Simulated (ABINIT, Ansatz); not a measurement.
Computed results, one entry a study.

```
Cs3GaF6 (Fm-3m): G0W0 with ABINIT, start to end
1.0
     0.00000    4.72390    4.72390
     4.72390    0.00000    4.72390
     4.72390    4.72390    0.00000
Cs Ga F
3 1 6
Direct
  0.75000 0.75000 0.75000
  0.25000 0.25000 0.25000
  0.00000 0.00000 0.00000
  0.50000 0.50000 0.50000
  0.29650 0.70350 0.70350
  0.70350 0.29650 0.70350
  0.70350 0.29650 0.29650
  0.29650 0.70350 0.29650
  0.70350 0.70350 0.29650
  0.29650 0.29650 0.70350
# method: RPA screening on PBEsol, plane waves, norm-conserving pseudopotentials (and 2 further levels or steps)
# program: ABINIT 10.8.3
# settings: cutoff 45 Ha, PseudoDojo scalar-relativistic 0.4 stringent, norm-conserving, ngkpt (2, 2, 2), nband 373, ecuteps 8 Ha, inclvkb 2, shiftk (0, 0, 0), symchi 1, awtr 1, frequency ppm, 2×2×2 k-mesh
# notes: The program’s warnings: nproc spkpt=  >= nkpt= * nsppol=. The cell and positions come from the Crystallography Open Database and are kept as given unless a step says otherwise. Limits: no spin-orbit coupling. The 2×2×2 mesh is coarse for this cell, which bears on the long-range parts of exchange and screening.
# PBEsol gap: 5.91 eV, indirect (only 24 meV under the direct gap)
# G0W0 gap on the mesh: 8.95 eV
# GW settings: 2×2×2 mesh, 373 bands, screening to 217.7 eV, Godby-Needs plasmon pole
# known limits: short of the basis limit; no spin-orbit coupling; coarse k mesh
```

[Long decimals in the printed logs are rounded to 6 places.]

[Logs are printed without paths, hosts, clocks, repeated set-up lines and the standing remarks that a program may print on its own settings, such as how far it seeks lower states.]

[Paths, hosts, dates, memory and timing lines, banners, echoed tables and standing remarks are left out of the program output; an Ansatz launch command may be rebuilt from the run's recorded settings. Measured values are a selection of at most five: reports struck by readers or far from the other reports are left out. None is set beside runs whose start may be inverted or whose files or cutoffs have a known fault.]

[Runs of the session that timed out or met a known fault of the program may be left out.]

[Hosts, paths, dates, database ids (printed as entryN), source tags and the programs' standing remarks are cut or masked in the printed files.]

[G0W0 gaps are taken among the corrected bands and points alone; a level outside them can change the order at an edge.]

[Where Ansatz stands beside ABINIT at settings called matched, ABINIT's density can come from a denser mesh and the files from another edition; pairs whose starting gaps differed by over 0.03 eV were left out, so agreement reads better than it is.]
